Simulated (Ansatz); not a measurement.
# Structural relaxation of amorphous Si (132 atoms)

Wanted: the relaxed structure of amorphous Si (132 atoms) and its electronic structure.

Calculated with Ansatz 0.2.0; Kohn-Sham DFT, PBE, PAW (set soft_2), plane waves.

**What experiment says.** Si-Si coordination number quoted from the high-resolution X-ray diffraction study of Laaziri et al (as quoted in “Relationship between diffraction peak, network topology, and amorphous-forming ability in silicon and silica”, 2021, PMC8590056): number of Si about Si 3.9.

## Step 1: The starting structure

The cell holds 132 atoms: 132 Si. Cell: a = 13.966 Å, b = 13.966 Å, c = 13.966 Å, α = 90.0°, β = 90.0°, γ = 90.0°. 132 atoms (132 Si) placed at random at 2.26 g/cm³, melted at 2500 K for 20 ps at fixed volume with the modified Tersoff potential (Kumagai, Izumi, Hara and Sakai, Comput. Mater. Sci. 39, 457 (2007)). Quenched from 2500 K to 300 K at 20 K/ps and fixed volume, held 5 ps. The starting density is a measured one.

What the set-up can't give: The quench rate of 20 K/ps is orders of magnitude faster than experiment, which tends to freeze in extra defects. The network of bonds at the start is that of the classical potential that made the cell. Sampling is at Γ alone, for a cell whose shortest periodic width is 14 Å.

## Step 2: Single point at the start

A single point comes first, to see the forces before anything moves.

Input file input.yaml:

```yaml
crystal:
  lattice:
    - [13.9657, 0.0, 0.0]
    - [0.0, 13.9657, 0.0]
    - [0.0, 0.0, 13.9657]
  atoms:
    - { symbol: Si, position: [0.10027, 0.18563, 0.34602] }
    - { symbol: Si, position: [0.10183, 0.00131, 0.80799] }
    - { symbol: Si, position: [0.18934, 0.13949, 0.12572] }
    - { symbol: Si, position: [0.22392, 0.30982, 0.13403] }
    [... 122 atom lines left out ...]
    - { symbol: Si, position: [0.23578, 0.53527, 0.70118] }
    - { symbol: Si, position: [0.51317, 0.86394, 0.22531] }
    - { symbol: Si, position: [0.08858, 0.39281, 0.07175] }
    - { symbol: Si, position: [0.63748, 0.01561, 0.76756] }
    - { symbol: Si, position: [0.85621, 0.13524, 0.84292] }
    - { symbol: Si, position: [0.26984, 0.36982, 0.72658] }
kpoints:
  mp_grid: { grid: [1, 1, 1] }
hamiltonian:
  xc: pbe
scf:
  occupations: { method: gaussian, width: 0.025 }
output:
  forces: true
  stress: true
  populations: intrinsic
  dos:
    method: { smearing: { sigma: 0.15 } }
    de: 0.1
    projected: { site_lists: { Si: [Si] } }
  eigenvalues: true
```

Run with:

```console
ansatz run input.yaml --threads 4 --pin off --max-ram 8192MiB --backend cpu --events-out ev --progress --plain --runs-dir out
```

Run time: 35 s. Hardware: 4 threads of Intel Xeon Platinum 8488C (Sapphire Rapids), shared host; peak memory 3.2 GiB; 2.1 min of CPU time.

Numbers from this run:

```yaml
free_energy: -83892.7897 eV
free_energy_per_atom: -635.5514 eV/atom
scf_cycles: 10
pressure: -0.4468 GPa
r_m_s_force_component: 0.4785 eV/Å
longest_force: 2.207 eV/Å
fermi_energy: 6.226 eV
spacing_of_highest_filled_and_lowest_empty_level: 0.0747 eV
```

The r.m.s. force component of 0.48 eV/Å and the pressure of -0.45 GPa set the starting point.

Neighbours are counted within 2.93 Å (Si-Si).

Length of the force by element and coordination:

```
element  coordination  atoms  mean length of the force (eV/Å)  spread  least  most
     Si           all    132                            0.754   0.344  0.105  2.21
     Si             4    114                            0.761   0.354  0.105  2.21
     Si             5     18                            0.710   0.275  0.219  1.23
```

## Step 3: Relaxation

With the cell held, the atoms are moved downhill towards a nearby minimum.

input.yaml, the sections that differ from step 2:

```yaml
output:
  forces: true
relax:
  f_tol: 0.05
  max_steps: 191
# crystal, kpoints, hamiltonian, scf: as in step 2
```

It took 2.5 min on 4 threads; peak memory 3.1 GiB.

Relaxation path:

```
step  energy less that of the first step (eV)  largest force component (eV/Å)
   1                                   0.0000                          2.2036
   2                                  -4.0195                          0.7781
   3                                  -5.3656                          0.4933
   4                                  -5.8359                          0.3897
   5                                  -6.1139                          0.3160
   6                                  -6.3005                          0.2732
   7                                  -6.4155                          0.2178
   8                                  -6.5036                          0.2041
   9                                  -6.5672                          0.1540
  10                                  -6.5913                          0.0631
  11                                  -6.5974                          0.0510
  12                                  -6.5990                          0.0146
```

The atoms that moved most (Å):

```
atom      dx      dy      dz  length
 Si8  -0.493   0.721  -0.150   0.887
Si89   0.410   0.480   0.190   0.659
Si20   0.114   0.515  -0.232   0.576
Si91   0.402  -0.116  -0.257   0.491
 Si7   0.070  -0.273  -0.365   0.461
Si99  -0.406   0.121   0.101   0.435
Si46   0.392  -0.106  -0.114   0.421
Si92   0.262   0.286  -0.149   0.415
```

The relaxation changed the energy by -50.0 meV/atom, and atoms moved by 0.23 Å r.m.s., 0.89 Å at most.

## Step 4: Local order after relaxation

Bonds before and after, by the cutoffs listed below:

```
 pair  bonds before  bonds after  mean before (Å)  mean after (Å)  spread before (Å)  spread after (Å)
Si-Si           269          265            2.399           2.386              0.076             0.052
```

Density 2.26 g/cm³, 20.64 Å³ an atom.

Pair distribution function in bins of 0.2 Å:

```
r (Å)  total
 2.20   0.14
 2.40   5.49
 2.60   0.17
 2.80   0.03
 3.00   0.08
 3.20   0.27
 3.40   0.55
 3.60   1.44
 3.80   2.06
 4.00   1.92
 4.20   1.17
 4.40   0.84
 4.60   0.74
 4.80   0.70
 5.00   0.81
 5.20   0.77
 5.40   0.98
 5.60   1.10
 5.80   1.25
 6.00   1.17
 6.20   0.89
 6.40   0.84
 6.60   0.81
 6.80   0.97
```

Bonds by pair of elements; cutoffs follow the first minimum of g(r), held within bounds set by covalent radii, and pairs that aren't listed don't count as bonded:

```
pair A-B  cutoff (Å)  bonds  mean length (Å)  spread (Å)  shortest (Å)  B about A  A about B
   Si-Si        2.73    265             2.39       0.052          2.28       4.01       4.01
```

How many atoms have how many bonded neighbours:

```
element  mean  2    4  5
     Si  4.01  1  127  4
```

Bond angles, per cent of each kind in bins of 5°:

```
angle (°)  Si-Si-Si
    70–75       0.2
    75–80       0.7
    80–85       1.6
    85–90       3.6
    90–95       4.0
   95–100      10.7
  100–105      17.7
  105–110      18.4
  110–115      15.9
  115–120      10.8
  120–125       6.5
  125–130       4.5
  130–135       2.2
  135–140       1.7
  140–145       0.5
  145–150       0.4
  150–155       0.2
  155–160       0.0
  160–165       0.0
  165–170       0.1
```

Bond angles (no mean is given where the spread exceeds 20°):

```
   angle  count  mean (°)  spread (°)
Si-Si-Si    803       109        12.4
```

Bond length by coordination (bonds to H left out):

```
element  coordination  atoms  mean bond length (Å)
     Si             2      1                  2.38
     Si             4    127                  2.38
     Si             5      4                  2.45
```

Rings of the network by King's shortest-path rule, up to 12 atoms, one path for each pair of neighbours; H, halogens, alkali and alkaline-earth atoms are left out, and the last column divides by all other atoms, bonded or not:

```
ring size (atoms)  rings  per network atom
                4      6             0.045
                5     66               0.5
                6     95              0.72
                7     54             0.409
                8      8             0.061
                9      1             0.008
```

The first maximum of g(r) stands at about 2.4 Å. With the cutoffs above, 96 % of Si atoms have 4 bonded neighbours. The Si-Si-Si angle averages 109° with a spread of 12°. Bonds at Si atoms with 4 neighbours average 2.38 Å, against 2.45 Å at those with 5. Rings of 6 atoms are the most common (41 % of those counted); sizes run from 4 to 9.

## Step 5: Single point at the relaxed geometry

The electronic structure is read at the final geometry, in a run of its own.

Input file input.yaml:

```yaml
crystal:
  lattice:
    - [13.9657, 0.0, 0.0]
    - [0.0, 13.9657, 0.0]
    - [0.0, 0.0, 13.9657]
  atoms:
    - { symbol: Si, position: [0.10312, 0.18653, 0.36539] }
    - { symbol: Si, position: [0.10274, 0.99833, 0.79225] }
    - { symbol: Si, position: [0.17448, 0.14294, 0.1443] }
    - { symbol: Si, position: [0.22539, 0.30309, 0.13637] }
    [... 122 atom lines left out ...]
    - { symbol: Si, position: [0.22599, 0.52988, 0.67632] }
    - { symbol: Si, position: [0.53177, 0.86706, 0.2334] }
    - { symbol: Si, position: [0.09657, 0.38954, 0.06733] }
    - { symbol: Si, position: [0.62857, 0.02159, 0.75386] }
    - { symbol: Si, position: [0.85593, 0.12539, 0.84932] }
    - { symbol: Si, position: [0.28052, 0.37251, 0.71648] }
kpoints:
  mp_grid: { grid: [1, 1, 1] }
hamiltonian:
  xc: pbe
scf:
  occupations: { method: gaussian, width: 0.025 }
output:
  forces: true
  stress: true
  populations: intrinsic
  dos:
    method: { smearing: { sigma: 0.1 } }
    de: 0.1
    projected: { site_lists: { Si: [Si] } }
  eigenvalues: true
  write_density: true
  write_potential: true
  volumetric_format: npy
  elf: true
```

Run time: 32 s. Hardware: 4 threads; peak memory 3.2 GiB; 2 min of CPU time.

Numbers from this run:

```
free energy                                      : -83899.3887 eV
free energy per atom                             : -635.6014 eV/atom
SCF cycles                                       : 9
pressure                                         : -0.2185 GPa
r.m.s. force component                           : 0.00296 eV/Å
longest force                                    : 0.01587 eV/Å
Fermi energy                                     : 6.262 eV
spacing of highest filled and lowest empty level : 0.1483 eV
```

Intrinsic-atomic-orbital charges by element and coordination:

```
element  coordination  atoms  mean charge (e)  spread    least    most
     Si           all    132                0   0.026  -0.0868  0.0818
     Si             2      1           0.0381       0   0.0381  0.0381
     Si             4    127           1.0e-4  0.0259  -0.0868  0.0818
     Si             5      4          -0.0112   0.021  -0.0346  0.0214
```

Density of states as counts of states in windows of 0.5 eV (from the Fermi level), total and the larger projections:

```
from (eV)  to (eV)  total  Si p  Si s
      -10     -9.5   19.3   6.4  12.9
     -9.5       -9   27.8   9.7  18.0
       -9     -8.5   19.4   7.3  12.0
     -8.5       -8   15.5   6.4   9.0
       -8     -7.5   12.8   5.7   7.0
     -7.5       -7   16.2   7.7   8.4
       -7     -6.5   18.4   9.3   9.0
     -6.5       -6   19.8  11.1   8.6
       -6     -5.5   19.9  12.3   7.4
     -5.5       -5   16.2  11.2   4.8
       -5     -4.5   22.1  17.5   4.4
     -4.5       -4   29.8  26.0   3.6
       -4     -3.5   32.1  28.5   3.2
     -3.5       -3   35.0  31.8   2.8
       -3     -2.5   40.6  37.5   2.6
     -2.5       -2   39.8  37.1   2.2
       -2     -1.5   37.3  34.8   1.9
     -1.5       -1   28.6  26.6   1.4
       -1     -0.5   14.9  13.5   1.0
     -0.5        0    4.9   3.7   0.9
        0      0.5   12.0   8.1   3.0
      0.5        1   22.5  14.2   5.9
        1      1.5   34.6  21.4   8.8
      1.5        2   38.3  24.2   8.4
        2      2.5   42.8  27.3   7.8
      2.5        3   44.8  28.7   6.8
```

Between -13 and -10 eV lie 58 more states.

The levels nearest the highest filled one (over half full), pooled over k-points and spins:

```
level less the highest filled one (eV)  occupation
                                -0.697           2
                                -0.574           2
                                -0.531           2
                                -0.466           2
                               -0.0982           2
                                     0           2
                                 0.148           0
                                 0.234           0
                                 0.326           0
                                 0.435           0
                                 0.491           0
                                 0.578           0
```

Intrinsic-atomic-orbital charges run from -0.09 to +0.08 e. Within 0.4 eV of the Fermi level the largest share is Si p (76 % of the projected weight).

## Step 6: Results

```yaml
energy_change_in_the_relaxation: -49.99 meV/atom
r_m_s_displacement: 0.234 Å
largest_displacement: 0.887 Å
free_energy_per_atom: -635.6014 eV/atom
pressure: -0.2185 GPa
r_m_s_force_component: 0.00296 eV/Å
spacing_of_highest_filled_and_lowest_empty_level: 0.1483 eV
wall_time_of_the_3_dft_runs: 3.6 min
```

**Reading.** Relaxation lowers the energy by 50.0 meV/atom and moves atoms by 0.23 Å r.m.s.; the r.m.s. force component goes from 0.48 to 0.0030 eV/Å, the pressure goes from -0.45 to -0.22 GPa. By the final cutoffs 6 of 269 bonded pairs parted and 2 joined. From the first step to the last the energy fell by 6.599 eV, and the largest move was 0.89 Å (Si8). The Si-Si bonds go from 2.399 Å (spread 0.076) to 2.386 Å (spread 0.052), and their number from 269 to 265. With the cutoffs above, 96 % of Si atoms have 4 bonded neighbours. The highest filled and lowest empty levels lie only 0.15 eV apart (at Γ alone), which on so few k-points needn't be a gap.

What to keep in mind: The network of bonds at the start is that of the classical potential that made the cell; in DFT 6 of its 269 bonded pairs passed out of the cutoffs and 2 came within them.

Against the measurements quoted at the start:

```
             quantity  measured  this cell  difference  method of the measurement
number of Si about Si       3.9       4.01      +2.9 %          X-ray diffraction
```

The cell differs from the measured neighbour counts by up to 2.9 %. The network comes from the model that made the cell; in DFT 6 of its 269 bonded pairs passed out of the cutoffs and 2 came within them. Our coordination numbers hang on a cutoff, and experiments count neighbours in their own ways.

[Logs are printed without paths, hosts, clocks, repeated set-up lines and the standing remarks that a program may print on its own settings, such as how far it seeks lower states.]

[Hosts, paths, dates, database ids (printed as entryN), source tags and the programs' standing remarks are cut or masked in the printed files.]
